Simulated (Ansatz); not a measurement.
# KVSe3 (model cell, started as cubic perovskite with V in the octahedra): following an unstable mode, part 3 of 3

Aim: this structure of KVSe3 (model cell, started as cubic perovskite with V in the octahedra) is to be tested for unstable modes, and one is followed downhill.

Ansatz 0.2.0; DFT PBEsol, scalar-relativistic, plane waves, PAW; PAW set soft_1.

So far. Step 5 (Energy along the mode, all amplitudes (two of the runs …): The lowest of the steps tried is at 0.32 Å, 10.9 meV/atom below the parent; the bottom of the well need not coincide with a step. Step 7 (The new phase in its own primitive cell): The largest force component left is 0.41 meV/Å and the pressure is -0.002 GPa, within the tolerances set. The cell now holds 24.63 Å³/atom. The relaxed cell has a = 4.664, c = 5.662 Å (conventional setting).

The structure was built from a prototype and need not be the compound's stable phase.

### Step 8. Modes of the new phase, k-mesh 8×8×6

A relaxed structure may still be a saddle point, so its zone-centre modes are computed. No field response is asked, since the mesh shows no gap.

Input file input.yaml:

```yaml
crystal:
  lattice:
    - [4.6636674864, 0.0, 0.0]
    - [0.0, 4.6636674864, 0.0]
    - [0.0, 0.0, 5.6622121893]
  atoms:
    - { symbol: K, position: [0.0, 0.0, 0.9797117282] }
    - { symbol: V, position: [0.5, 0.5, 0.6001800971] }
    - { symbol: Se, position: [0.5, 0.0, 0.4754561654] }
    - { symbol: Se, position: [0.5, 0.5, 0.9877865941] }
    - { symbol: Se, position: [0.0, 0.5, 0.4754561654] }
kpoints:
  mp_grid: { grid: [8, 8, 6] }
hamiltonian:
  xc: pbesol
  pseudopotentials: { kind: paw, azcp: { folder: soft_1 }, xc_functional: pbe }
scf:
  occupations: { method: methfessel_paxton, width: 0.2 }
output:
  eigenvalues: true
phonons:
  method: dfpt
```

Started as:

```console
$ ansatz run input.yaml --threads 8 --pin off --max-ram 16384MiB --backend cpu --events-out ev --progress --plain --runs-dir out
```

Numbers of over 12 decimals in the logs are rounded to 6 here.

The log of the run:

```text
zone centre: on kpoints.mp_grid the ground state, and the responses unless they are solved on pairs of k-points, stand on 100 of the mesh's 384 k-points, reduced under 4 symmetry operations, with k and −k counted as one. Each operation leaves every solved displacement unchanged or reverses it
[...]
Crystal: 5 atoms, lattice volume = 123.152 Å³
Basis set: ecut = 420 eV, 2411 PW (Γ), exchange–correlation on 64×64×80 points (8 copies of the dense FFT grid, shifted against one another)
Bands: 42, of which v1, the nominal top of the filled ones, is band 35 counted from 1 (34 counted from 0)
Symmetry: 8 space group operations
k-points: 100 of 384 (irreducible under 4 space group operations, time reversal used)
[...]
SCF iter   1: F=—  HF=-20683.751415 eV  |F-HF|=—  |Δ(HF+E_count)|=         —  Δρ=2.09e-1  dr2=9.56e1  ethr=3.10e-3  ⟨swp⟩=7.3  Hψ=15843  notcnv=0
[...]
SCF iter  18: F=-20677.289640 eV  HF=-20677.289640 eV  |F-HF|=1.09e-11  |Δ(HF+E_count)|=  7.28e-12  S|Δr|=    0.00e0  Δρ=6.17e-8  dr2=6.92e-12  ethr=1.00e-12  ⟨swp⟩=8.0  Hψ=20711  notcnv=0
SCF 1 converged in 18 iterations: F = -20677.289640 eV  dr2 = 6.92e-12
[...]
DFPT response loops at Γ: preconditioner auto → Kerker (q_TF=auto, 2.483 Å⁻¹) (partly filled bands, converged f_vac=0.034); β = 1.00, the filter's whole step (`scf.mixing.beta` (0.50) is not read by the response loops under this deck's `scf.mixing.preconditioner`; to damp them name `kerker` or `kerker_dos`, under which they read `scf.mixing.beta`, and type it under 1.00, their step now; both keys bind the ground state too); Broyden in place of MSR1
SCF converged after 18 iterations
[...]
Free energy (F): -20677.289640 eV
[...]
Internal energy: -20677.303335 eV  (E = F + TS)
E sigma→0 (E₀):  -20677.293064 eV
Entropy (-TS):   0.013694 eV (2.739 meV/atom)
Fermi energy:    7.661354 eV
[...]
--- Band table (eV; the first three rows and the last of 100) ---
  k-point 0: bands = [... 31 lower, 5.4770, 5.7221, 6.9021, 7.1749, 7.1749, 8.9836, 8.9836, 9.1565, ... 3 higher]
  k-point 1: bands = [... 31 lower, 5.3402, 5.6636, 6.9048, 7.1848, 7.1848, 8.9482, 8.9482, 9.1107, ... 3 higher]
  k-point 2: bands = [... 31 lower, 5.2040, 5.5527, 6.9102, 7.2092, 7.2092, 8.8762, 8.8762, 9.0437, ... 3 higher]
  k-point 99: bands = [... 31 lower, 4.4819, 7.1425, 7.1425, 7.8298, 7.8298, 8.1137, 8.7444, 9.1448, ... 3 higher]
--- Phonons (Γ-DFPT): 9 representative perturbations + reference, on 100 of 384 k-points (Σ response iterations 29) ---
  k mesh reduced under 4 symmetry operations, with k and −k counted as one. Each operation leaves every solved displacement unchanged or reverses it
  ASR residual: 4.449e-5 → 0.000e0 eV/Å²; symmetrization residual: 6.622e-6 eV/Å²
  ASR residual per site (eV/Å²): 4.40e-6 2.98e-5 4.45e-5 1.12e-5 4.45e-5
[...]
non-analytic LO–TO correction: not included (Born effective charges unavailable; polar crystals: no LO–TO splitting at Γ)
```

It took 76 s on 8 threads of Arm Neoverse V2, shared host; peak memory 2 GiB.

This step gave:

* sum-rule residual before enforcement: 4.45e-5 eV/Å²
* point group: 4mm
* highest optical mode at the zone centre (no LO-TO term): 375.9 cm⁻¹
* lowest optical zone-centre mode: -77.38 cm⁻¹

Patterns of degenerate modes are one choice out of their space. The modes at Γ (shares of kinetic energy by element, %) (negative means imaginary):

```
mode  frequency (cm⁻¹)  symmetry  K %  V %  Se %
   1             -77.4         E    1   28    71
   2             -77.4         E    1   28    71
   3               0.0  acoustic   12   16    72
   4               0.0  acoustic   12   16    72
   5               0.0  acoustic   12   16    72
   6              63.6        A1   88    3    10
   7              71.4        B1    0    0   100
   8              86.3         E   30   23    48
   9              86.3         E   30   23    48
  10             133.0        A1    0   19    81
  11             133.4         E   57    1    41
  12             133.4         E   57    1    41
  13             229.5         E    0   32    68
  14             229.5         E    0   32    68
  15             375.9        A1    0   63    37
```

Displacements in mode 1 (-77.4 cm⁻¹), the largest set to 1:
```
K1  -0.17  0.01  0.00
V2  -0.82  0.04  0.00
Se3  1.00  0.00  0.00
Se4 -0.30  0.01  0.00
Se5 -0.08 -0.05  0.00
```

Displacements in mode 7 (71.4 cm⁻¹), the largest set to 1:
```
K1   0.00  0.00  0.00
V2   0.00  0.00  0.00
Se3  0.00  0.00  1.00
Se4  0.00  0.00  0.00
Se5  0.00  0.00 -1.00
```

Before it was imposed, the acoustic sum rule was missed by 4.4e-5 eV/Å². Small misses are needed for a sound result but don't prove that mesh and cutoff are converged. The lowest optical mode is imaginary, 77.4i cm⁻¹, so the energy falls along it.

### Step 9. Outcome

```yaml
unstable_mode_of_the_parent: q = (0, 0, 0), 106i cm⁻¹
depth_at_the_lowest_point_sampled: 10.9 meV/atom
largest_atomic_shift_at_that_point: 0.32 Å
space_group_reached_within_0p01_a: P4mm
energy_gained_over_the_parent_first_relaxation_on_the_mesh_of_the_frozen_mode: 55.7 meV/atom
volume_per_atom_phase_reached: 24.6 Å³
lowest_optical_zone_centre_mode_phase_reached: -77.4 cm⁻¹
highest_optical_mode_at_the_zone_centre_no_lo_to_term_phase_reached: 376 cm⁻¹
```

What this shows: Along this mode the structure falls into P4mm, 55.7 meV/atom below the parent. At the parent's cell the well is 10.86 meV/atom deep on the steps tried, with its lowest point at a shift of 0.32 Å. Relaxing atoms and cell changes the gain by +44.79 meV/atom against the lowest step (energies at zero smearing). Most of the total comes from this relaxation. The new phase still has an imaginary mode at the zone centre of its cell, so it is a saddle point on the way to a lower structure. Of the 4 patterns followed to their end from this parent, this one reaches the lowest energy. Each path keeps the symmetry of its pattern, so a lower phase may lie along a pattern not tried. With no gap, or one that is small against the smearing, the frequencies hang on the k mesh and the smearing, most of all near Kohn anomalies. The phonon runs are without spin polarisation, although V often carries a moment. The PAW files were made for PBE and serve the other functionals too. A phonon run warned that its eigensolver left some bands unconverged in a pass. The starting cell was built on a prototype and not taken from a measurement, so the phase need not exist.

[Logs are printed without paths, hosts, clocks, repeated set-up lines and the standing remarks that a program may print on its own settings, such as how far it seeks lower states.]

[Hosts, paths, dates, database ids (printed as entryN), source tags and the programs' standing remarks are cut or masked in the printed files.]
